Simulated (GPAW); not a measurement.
# How the Hubbard U moves the magnetism of linear Gd chain, spacing 3.312 A

Two starts of linear Gd chain, spacing 3.312 A are run at each rung of the Hubbard U. What moves?

Program: GPAW 26.7.0. Level of theory: PBE with several values of U; plane waves with GPAW's PAW setups, scalar-relativistic. Results are calculated unless marked as measured.

### Step 1. Starting point

The cell holds 1 atom: 1 Gd. Its edges and angles: a = 12.000 Å, b = 12.000 Å, c = 3.312 Å, α = 90.0°, β = 90.0°, γ = 90.0°. model lattice. Vacuum lies along a and b. The structure's axis is c.

As a file:

```
Gd
1.0
    12.00000    0.00000    0.00000
     0.00000   12.00000    0.00000
     0.00000    0.00000    3.31200
Gd
1
Direct
  0.50000 0.50000 0.00000
```

### Step 2. Rung 1 (no U), start ferro +

Each rung takes a larger U, to see how far the results hang on a number that is chosen.

order1.py reads:

```python
import json
import numpy as np
from ase import Atoms
from ase.parallel import paropen, parprint
from gpaw import GPAW

atoms = Atoms(['Gd'],
    cell=[[12.0, 0.0, 0.0],
         [0.0, 12.0, 0.0],
         [0.0, 0.0, 3.312]],
    scaled_positions=[[0.5, 0.5, 0.0]],
    pbc=True,
    magmoms=[7.0])
atoms.calc = GPAW(mode={'name': 'pw', 'ecut': 700},
    xc='PBE',
    kpts={'size': (1, 1, 8), 'gamma': True},
    occupations={'name': 'fermi-dirac', 'width': 0.05},
    convergence={'density': 1e-05, 'energy': 1e-05},
    maxiter=200,
    symmetry={'tolerance': 1e-4},
    txt='order1.txt')
e = atoms.get_potential_energy(force_consistent=True)
res = {'free_energy': e, 'energy_sigma0': atoms.get_potential_energy(), 'fermi_energy': atoms.calc.get_fermi_level()}
res['moments'] = atoms.get_magnetic_moments().tolist()
res['total'] = atoms.get_magnetic_moment()
parprint('site moments (muB):', np.round(res['moments'], 3))
parprint(f"total moment: {res['total']:.3f} muB")
parprint(f'free energy: {e:.6f} eV')
atoms.calc.write('order1.gpw')
with paropen('results.json', 'w') as f:
    json.dump(res, f)
```

Command:

```sh
OMP_NUM_THREADS=1 python3 order1.py > order1.log
```

The program printed:

```text
site moments (muB): [7.065]
total moment: 8.305 muB
free energy: -11.092522 eV

--- order1.txt ---
Input parameters:
  mode=PW(ecut=700),
  convergence={'density': 1e-05, 'energy': 1e-05},
  kpts=MonkhorstPack(size=(1, 1, 8), gamma=True),
  maxiter=200,
  occupations=Occupations(name='fermi-dirac', width=0.05),
  symmetry=Symmetry(tolerance=0.0001),
  xc=XC(name='PBE')

Diagonalizing LCAO Hamiltonian
Converting LCAO to pw mode
        .----------------------------.
       /|                            |
      / |                            |
     /  |                            |
    /   .----------------------------.
   /   /                            /
  /   /                            /
 *   /                            /
 |  /              Gd            /
 | /                            /
 |/                            /
 *----------------------------*

Atoms  # Å, Bohr magnetons
|   | symbol |        x |        y |        z |    initial magnetic moments |
|---|--------|----------|----------|----------|-----------------------------|
| 0 |     Gd | 6.000000 | 6.000000 | 0.000000 | ( 0.0000,  0.0000,  7.0000) |

Unit cell  # Å
| periodic |         x |         y |        z |   lengths |    angles |
|----------|-----------|-----------|----------|-----------|-----------|
|      yes | 12.000000 |  0.000000 | 0.000000 | 12.000000 | 90.000000 |
|      yes |  0.000000 | 12.000000 | 0.000000 | 12.000000 | 90.000000 |
|      yes |  0.000000 |  0.000000 | 3.312000 |  3.312000 | 90.000000 |

Number of symmetries: 16

BZ-sampling:
  Number of BZ points: 8
  Number of IBZ points: 5

  Monkhorst-Pack size: [1, 1, 8]
  Monkhorst-Pack shift: [0.0, 0.0, 0.0625]

Plane wave coefficients: 20134
Cutoff: 700.0 eV

Spin-components: 2 (collinear spins)
Bands:           19
Projectors:      8
Spin-degeneracy: 1
Datatype:        complex128

Parallelization:
  kpt:    1
  domain: 1
  band:   1

Density:
  Valence electrons: 18.0
  Components: 2
  Grid points: [75 75 21]
  Charge: 0.0  # |e|

Potential:
  Grid points: [75 75 21]

[... setups left out ...]
Reference energy: -306701.573925  # eV

eigensolver:
  PPCG
  Converge bands: occupied
  niter=2

density mixing:
  MSR1-Mixer
  Pratt-step length: 0.05
  Maximum mixing coefficient: 0.75
  Old densities: 10
  SVD Regularization: 0.005
  Good broyden scale: 1.0
  Trust region scale: 1.0
  Backstep threshold: 4.0
  History deletion threshold: 6.0
  Fourier metric: weight=20.0, sigma=0.015

occupation numbers:
  Fermi-Dirac:
    width: 0.0500  # eV

poisson solver:
  ecut: 5600.0  # eV

xc functional:
  name: PBE with 2 nearest neighbor stencil

convergence criteria:
- Maximum integral of absolute [dens]ity change: 1e-05 electrons / valence electron
- Maximum [total energy] change in last 3 cyles: 1e-05 eV / valence electron
- Maximum integral of absolute [eigenst]ate change: 4e-08 eV^2 / valence electron
maximum number of iterations: 200

SCF iterations
|iter     |      energy | eigst |  dens |  magmom |
|---------|-------------|-------|-------|---------|
|iter:   1|       0s |  -19.984741 | +0.26 |       |  +7.0022|
|iter:   2|       4s |  -11.280160 | +0.34 | -0.06 |  +6.7944|
|iter:   3|       8s |  -11.159105 | -0.99 | -0.83 |  +6.8583|
|iter:   4|      11s |  -11.986265 | -0.82 | -0.86 |  +7.2457|
|iter:   5|      15s |  -10.962424 | -1.33 | -0.55 |  +7.0316|
|iter:   6|      19s |  -11.043922 | -2.11 | -1.10 |  +7.3127|
|iter:   7|      23s |  -10.969791 | -2.34 | -1.04 |  +7.3461|
|iter:   8|      26s |  -10.973419 | -3.54 | -1.27 |  +7.3784|
|iter:   9|      30s |  -11.018984 | -2.82 | -1.27 |  +7.7353|
|iter:  10|      34s |  -11.047605 | -3.34 | -1.56 |  +8.0494|
|iter:  11|      38s |  -11.046968 | -4.32 | -1.75 |  +8.0671|
|iter:  12|      41s |  -11.059926 | -3.64 | -1.83 |  +8.3104|
|iter:  13|      45s |  -11.057956 | -3.57 | -1.79 |  +8.3664|
|iter:  14|      49s |  -11.056247 | -4.63 | -2.17 |  +8.3449|
|iter:  15|      53s |  -11.056610 | -5.24 | -2.55 |  +8.3163|
|iter:  16|      57s |  -11.056328 | -6.28 | -3.06 |  +8.3121|
|iter:  17|      61s |  -11.056384 | -6.15 | -3.20 |  +8.3048|
|iter:  18|      64s |  -11.056499c| -6.71 | -3.59 |  +8.3048|
|iter:  19|      67s |  -11.056496c| -7.62c| -4.17 |  +8.3050|
|iter:  20|      69s |  -11.056491c| -7.74c| -4.45 |  +8.3052|
|iter:  21|      72s |  -11.056492c| -8.45c| -5.15c|  +8.3052|

Converged in 21 steps
Energy contributions relative to reference atoms: (reference = -306701.573925)

Energy contributions:
  Kinetic:          48.454633
  Coulomb:         -41.703294
  Zero:             -0.896364
  External:          0.000000
  Xc:              -16.875436
  Entropy:          -0.072062
  Spinorbit:         0.000000
  ----------------------------
  Free energy:     -11.092522
  Extrapolated:    -11.056492

dipole moment: (-0.000001, -0.000001, -18.388856)  # |e|*Ang

Total magnetic moment: (0.000000, 0.000000, 8.305208)

Local magnetic moments
|        x |        y |        z |
|----------|----------|----------|
| 0.000000 | 0.000000 | 7.064649 |  # Gd   0

Fermi level: -2.070
Eigenvalues  # (at kpt = [0.000, 0.000, 0.000])
| band index |      eig [eV] | occ [0-1] |      eig [eV] | occ [0-1] |
|------------|---------------|-----------|---------------|-----------|
|          0 |       -48.184 |     1.000 |       -44.870 |     1.000 |
|          1 |       -25.759 |     1.000 |       -23.268 |     1.000 |
|          2 |       -25.759 |     1.000 |       -23.268 |     1.000 |
|          3 |       -25.191 |     1.000 |       -22.323 |     1.000 |
|          4 |        -7.048 |     1.000 |        -3.626 |     1.000 |
|          5 |        -7.048 |     1.000 |        -1.946 |     0.077 |
|          6 |        -6.987 |     1.000 |        -1.946 |     0.077 |
|          7 |        -6.987 |     1.000 |        -1.922 |     0.050 |
|          8 |        -6.959 |     1.000 |        -1.922 |     0.050 |
|          9 |        -6.959 |     1.000 |        -1.786 |     0.003 |
|         10 |        -6.903 |     1.000 |        -1.786 |     0.003 |
|         11 |        -5.026 |     1.000 |        -1.679 |     0.000 |
|         12 |        -2.511 |     1.000 |        -1.267 |     0.000 |
|         13 |        -1.780 |     0.003 |        -0.794 |     0.000 |
|         14 |        -1.774 |     0.003 |        -0.776 |     0.000 |
|         15 |        -1.359 |     0.000 |        -0.672 |     0.000 |
|         16 |        -1.359 |     0.000 |        -0.672 |     0.000 |
|        ... |               |           |               |           |
|         18 |         1.034 |     0.000 |         1.807 |     0.000 |

No gap
No difference between direct/indirect transitions
```

The job ended after 79 s (1 MPI rank of Intel Xeon 6975P-C (Granite Rapids), shared host; peak memory 0.55 GiB).

Read from the output:

```
magnetization  : 8.305 μB
final state    : ferromagnetic
largest moment : 7.065 μB
```

After 21 cycles the largest moment stands at 7.06 μB.

### Step 3. Rung 1 (no U), start antiferro q=(0,0,1/2) +-

The second start gives the energy difference between the two end states, the quantity that is followed up the ladder. Its q is in fractions of the reciprocal vectors of the first run's cell.

order2.py is the script of step 2 with these lines changed:

```diff
@@ -6,12 +6,13 @@
 
-atoms = Atoms(['Gd'],
+atoms = Atoms(['Gd', 'Gd'],
     cell=[[12.0, 0.0, 0.0],
          [0.0, 12.0, 0.0],
-         [0.0, 0.0, 3.312]],
-    scaled_positions=[[0.5, 0.5, 0.0]],
+         [0.0, 0.0, 6.624]],
+    scaled_positions=[[0.5, 0.5, 0.0],
+         [0.5, 0.5, 0.5]],
     pbc=True,
-    magmoms=[7.0])
+    magmoms=[7.0, -7.0])
 atoms.calc = GPAW(mode={'name': 'pw', 'ecut': 700},
     xc='PBE',
-    kpts={'size': (1, 1, 8), 'gamma': True},
+    kpts={'size': (1, 1, 4), 'gamma': True},
     occupations={'name': 'fermi-dirac', 'width': 0.05},
@@ -20,3 +21,3 @@
     symmetry={'tolerance': 1e-4},
-    txt='order1.txt')
+    txt='order2.txt')
 e = atoms.get_potential_energy(force_consistent=True)
@@ -28,3 +29,3 @@
 parprint(f'free energy: {e:.6f} eV')
-atoms.calc.write('order1.gpw')
+atoms.calc.write('order2.gpw')
 with paropen('results.json', 'w') as f:
```

Command:

```sh
OMP_NUM_THREADS=1 python3 order2.py > order2.log
```

The program printed:

```text
site moments (muB): [ 6.833 -6.833]
total moment: 0.000 muB
free energy: -21.853373 eV

--- order2.txt ---
Input parameters:
  mode=PW(ecut=700),
  convergence={'density': 1e-05, 'energy': 1e-05},
  kpts=MonkhorstPack(size=(1, 1, 4), gamma=True),
  maxiter=200,
  occupations=Occupations(name='fermi-dirac', width=0.05),
  symmetry=Symmetry(tolerance=0.0001),
  xc=XC(name='PBE')

Diagonalizing LCAO Hamiltonian
Converting LCAO to pw mode
        .----------------------------.
       /|                            |
      / |                            |
     /  |                            |
    /   |                            |
   /    |                            |
  /     |                            |
 *      |          Gd                |
 |      .----------------------------.
 |     /                            /
 |    /                            /
 |   /                            /
 |  /              Gd            /
 | /                            /
 |/                            /
 *----------------------------*

Atoms  # Å, Bohr magnetons
|   | symbol |        x |        y |        z |    initial magnetic moments |
|---|--------|----------|----------|----------|-----------------------------|
| 0 |     Gd | 6.000000 | 6.000000 | 0.000000 | ( 0.0000,  0.0000,  7.0000) |
| 1 |     Gd | 6.000000 | 6.000000 | 3.312000 | ( 0.0000,  0.0000, -7.0000) |

Number of symmetries: 16

BZ-sampling:
  Number of BZ points: 4
  Number of IBZ points: 3

  Monkhorst-Pack size: [1, 1, 4]
  Monkhorst-Pack shift: [0.0, 0.0, 0.125]

Plane wave coefficients: 40233
Cutoff: 700.0 eV

Spin-components: 2 (collinear spins)
[...]
|iter:  49|     291s |  -21.800840c| -7.19 | -5.27c|  +0.0003|
|iter:  50|     295s |  -21.800840c| -7.29 | -5.45c|  +0.0000|
|iter:  51|     299s |  -21.800840c| -7.34 | -5.55c|  +0.0001|
|iter:  52|     302s |  -21.800839c| -7.44c| -5.90c|  +0.0001|

Converged in 52 steps
Energy contributions relative to reference atoms: (reference = -613403.147850)

Energy contributions:
  Kinetic:          96.512604
  Coulomb:         -82.076523
  Zero:             -1.888554
  External:          0.000000
  Xc:              -34.295832
  Entropy:          -0.105067
  Spinorbit:         0.000000
  ----------------------------
  Free energy:     -21.853373
  Extrapolated:    -21.800839

dipole moment: (-0.000001, -0.000001, -36.725935)  # |e|*Ang

Total magnetic moment: (0.000000, 0.000000, 0.000126)

Local magnetic moments
|        x |        y |         z |
|----------|----------|-----------|
| 0.000000 | 0.000000 |  6.832675 |  # Gd   0
| 0.000000 | 0.000000 | -6.832642 |  # Gd   1

Fermi level: -1.688
Eigenvalues  # (at kpt = [0.000, 0.000, 0.000])
| band index |      eig [eV] | occ [0-1] |      eig [eV] | occ [0-1] |
|------------|---------------|-----------|---------------|-----------|
|          0 |       -47.590 |     1.000 |       -47.590 |     1.000 |
|        ... |               |           |               |           |
|         10 |        -6.417 |     1.000 |        -6.417 |     1.000 |
|         11 |        -6.417 |     1.000 |        -6.417 |     1.000 |
|         12 |        -6.306 |     1.000 |        -6.306 |     1.000 |
|         13 |        -6.274 |     1.000 |        -6.274 |     1.000 |
[...]
|         22 |        -1.289 |     0.000 |        -1.289 |     0.000 |
|         23 |        -1.289 |     0.000 |        -1.289 |     0.000 |
|         24 |        -1.070 |     0.000 |        -1.070 |     0.000 |
|         25 |        -1.059 |     0.000 |        -1.059 |     0.000 |

No gap
No difference between direct/indirect transitions
```

It took 5.2 min on 1 MPI rank; peak memory 0.97 GiB.

This step gave:

```
magnetization  : 0 μB
final state    : antiferromagnetic
largest moment : 6.833 μB
```

This start lies +165.8 meV a seeded atom from the first; its largest moment is 6.83 μB.

### Step 4. Rung 2 (U = 1.5 eV on Gd f), start ferro +

order1.py is the script of step 2 with these lines changed:

```diff
@@ -19,2 +19,3 @@
     maxiter=200,
+    setups={'Gd': ':f,1.5'},
     symmetry={'tolerance': 1e-4},
```

Command:

```sh
OMP_NUM_THREADS=1 python3 order1.py > order1.log
```

The program printed:

```text
site moments (muB): [7.272]
total moment: 8.595 muB
free energy: -10.981288 eV

--- order1.txt ---
Input parameters:
  mode=PW(ecut=700),
  convergence={'density': 1e-05, 'energy': 1e-05},
  kpts=MonkhorstPack(size=(1, 1, 8), gamma=True),
  maxiter=200,
  occupations=Occupations(name='fermi-dirac', width=0.05),
  setups={'Gd': ':f,1.5'},
  symmetry=Symmetry(tolerance=0.0001),
  xc=XC(name='PBE')

[...]
|          4 |        -8.673 |     1.000 |        -3.661 |     1.000 |
[...]
|         14 |        -1.941 |     0.011 |        -0.870 |     0.000 |
|         15 |        -1.408 |     0.000 |        -0.667 |     0.000 |
|         16 |        -1.408 |     0.000 |        -0.667 |     0.000 |
|        ... |               |           |               |           |
|         18 |         0.770 |     0.000 |         1.285 |     0.000 |

No gap
No difference between direct/indirect transitions


[key lines of the parts left out:]
Free energy:     -10.981288
Converged in 34 steps
dipole moment: (-0.000001, -0.000001, -18.489667)  # |e|*Ang
Fermi level: -2.166
```

Elapsed: 1.9 min, on 1 MPI rank; peak memory 0.55 GiB.

Numbers from this step:

| Quantity | Value |
| --- | --- |
| magnetization | 8.595 μB |
| final state | ferromagnetic |
| largest moment | 7.272 μB |

The largest moment moves by +0.21 μB from rung 1, at 1.5 times its CPU time.

### Step 5. Rung 2 (U = 1.5 eV on Gd f), start antiferro q=(0,0,1/2) +-

order2.py is the script of step 3 with these lines changed:

```diff
@@ -20,2 +20,3 @@
     maxiter=200,
+    setups={'Gd': ':f,1.5'},
     symmetry={'tolerance': 1e-4},
```

Command:

```sh
OMP_NUM_THREADS=1 python3 order2.py > order2.log
```

The program printed:

```text
site moments (muB): [ 7.003 -7.003]
total moment: 0.000 muB
free energy: -21.583274 eV

--- order2.txt ---
Input parameters:
  mode=PW(ecut=700),
  convergence={'density': 1e-05, 'energy': 1e-05},
  kpts=MonkhorstPack(size=(1, 1, 4), gamma=True),
  maxiter=200,
  occupations=Occupations(name='fermi-dirac', width=0.05),
  setups={'Gd': ':f,1.5'},
  symmetry=Symmetry(tolerance=0.0001),
  xc=XC(name='PBE')

[...]
|         12 |        -7.782 |     1.000 |        -7.782 |     1.000 |
|         13 |        -7.766 |     1.000 |        -7.766 |     1.000 |
[...]
|         22 |        -1.239 |     0.000 |        -1.239 |     0.000 |
|         23 |        -1.194 |     0.000 |        -1.194 |     0.000 |
|         24 |        -1.185 |     0.000 |        -1.185 |     0.000 |
|         25 |        -1.142 |     0.000 |        -1.142 |     0.000 |

No gap
No difference between direct/indirect transitions


[key lines of the parts left out:]
Free energy:     -21.583274
Converged in 46 steps
dipole moment: (-0.000001, -0.000001, -36.900190)  # |e|*Ang
Fermi level: -1.735
```

The job ended after 4.4 min (1 MPI rank; peak memory 0.96 GiB).

This step gave:

- magnetization: 0 μB
- final state: antiferromagnetic
- largest moment: 7.003 μB

This start lies +189.7 meV a seeded atom from the first, a change of +23.8 meV since rung 1; its largest moment is 7.00 μB.

### Step 6. Rung 3 (U = 3 eV on Gd f), start ferro +

order1.py is the script of step 4 with these lines changed:

```diff
@@ -19,3 +19,3 @@
     maxiter=200,
-    setups={'Gd': ':f,1.5'},
+    setups={'Gd': ':f,3.0'},
     symmetry={'tolerance': 1e-4},
```

Command:

```sh
OMP_NUM_THREADS=1 python3 order1.py > order1.log
```

The program printed:

```text
site moments (muB): [7.402]
total moment: 8.775 muB
free energy: -10.970177 eV

--- order1.txt ---
Input parameters:
  mode=PW(ecut=700),
  convergence={'density': 1e-05, 'energy': 1e-05},
  kpts=MonkhorstPack(size=(1, 1, 8), gamma=True),
  maxiter=200,
  occupations=Occupations(name='fermi-dirac', width=0.05),
  setups={'Gd': ':f,3.0'},
  symmetry=Symmetry(tolerance=0.0001),
  xc=XC(name='PBE')

[...]
|          4 |       -10.093 |     1.000 |        -3.683 |     1.000 |
[...]
|         14 |        -2.059 |     0.040 |        -0.937 |     0.000 |
|         15 |        -1.440 |     0.000 |        -0.661 |     0.000 |
|         16 |        -1.440 |     0.000 |        -0.661 |     0.000 |
|        ... |               |           |               |           |
|         18 |         1.597 |     0.000 |         1.282 |     0.000 |

No gap
No difference between direct/indirect transitions


[key lines of the parts left out:]
Free energy:     -10.970177
Converged in 23 steps
dipole moment: (-0.000001, -0.000001, -18.553193)  # |e|*Ang
Fermi level: -2.218
```

The job ended after 81 s (1 MPI rank; peak memory 0.55 GiB).

Numbers from this step:

| Quantity | Value |
| --- | --- |
| magnetization | 8.775 μB |
| final state | ferromagnetic |
| largest moment | 7.402 μB |

The largest moment moves by +0.13 μB from rung 2, at 0.71 times its CPU time.

### Step 7. Rung 3 (U = 3 eV on Gd f), start antiferro q=(0,0,1/2) +-

order2.py is the script of step 5 with these lines changed:

```diff
@@ -20,3 +20,3 @@
     maxiter=200,
-    setups={'Gd': ':f,1.5'},
+    setups={'Gd': ':f,3.0'},
     symmetry={'tolerance': 1e-4},
```

Command:

```sh
OMP_NUM_THREADS=1 python3 order2.py > order2.log
```

The program printed:

```text
site moments (muB): [ 7.109 -7.109]
total moment: 0.000 muB
free energy: -21.481692 eV

--- order2.txt ---
Input parameters:
  mode=PW(ecut=700),
  convergence={'density': 1e-05, 'energy': 1e-05},
  kpts=MonkhorstPack(size=(1, 1, 4), gamma=True),
  maxiter=200,
  occupations=Occupations(name='fermi-dirac', width=0.05),
  setups={'Gd': ':f,3.0'},
  symmetry=Symmetry(tolerance=0.0001),
  xc=XC(name='PBE')

[...]
|         12 |        -9.093 |     1.000 |        -9.093 |     1.000 |
|         13 |        -9.093 |     1.000 |        -9.093 |     1.000 |
[...]
|         22 |        -1.083 |     0.000 |        -1.083 |     0.000 |
|         23 |        -1.025 |     0.000 |        -1.024 |     0.000 |
|         24 |        -1.025 |     0.000 |        -1.024 |     0.000 |
|         25 |        -0.823 |     0.000 |        -0.823 |     0.000 |

No gap
No difference between direct/indirect transitions


[key lines of the parts left out:]
Free energy:     -21.481692
Converged in 26 steps
dipole moment: (-0.000001, -0.000001, -37.020825)  # |e|*Ang
Fermi level: -1.774
```

It took 2.7 min on 1 MPI rank; peak memory 0.96 GiB.

This step gave:

* magnetization: 0 μB
* final state: antiferromagnetic
* largest moment: 7.109 μB

This start lies +229.3 meV a seeded atom from the first, a change of +39.7 meV since rung 2; its largest moment is 7.11 μB.

(Part 1 of 2 ends here.)

[Logs and program files are shortened in this print: banners, set-up blocks, solver, clock and traceback lines can be left out without a mark of their own.]

[Logs are printed without paths, hosts, clocks, repeated set-up lines and the standing remarks that a program may print on its own settings, such as how far it seeks lower states.]

[Hosts, paths, dates, database ids (printed as entryN), source tags and the programs' standing remarks are cut or masked in the printed files.]

[Where a cell is said to come from a database of computed structures, the database is the Materials Project.]
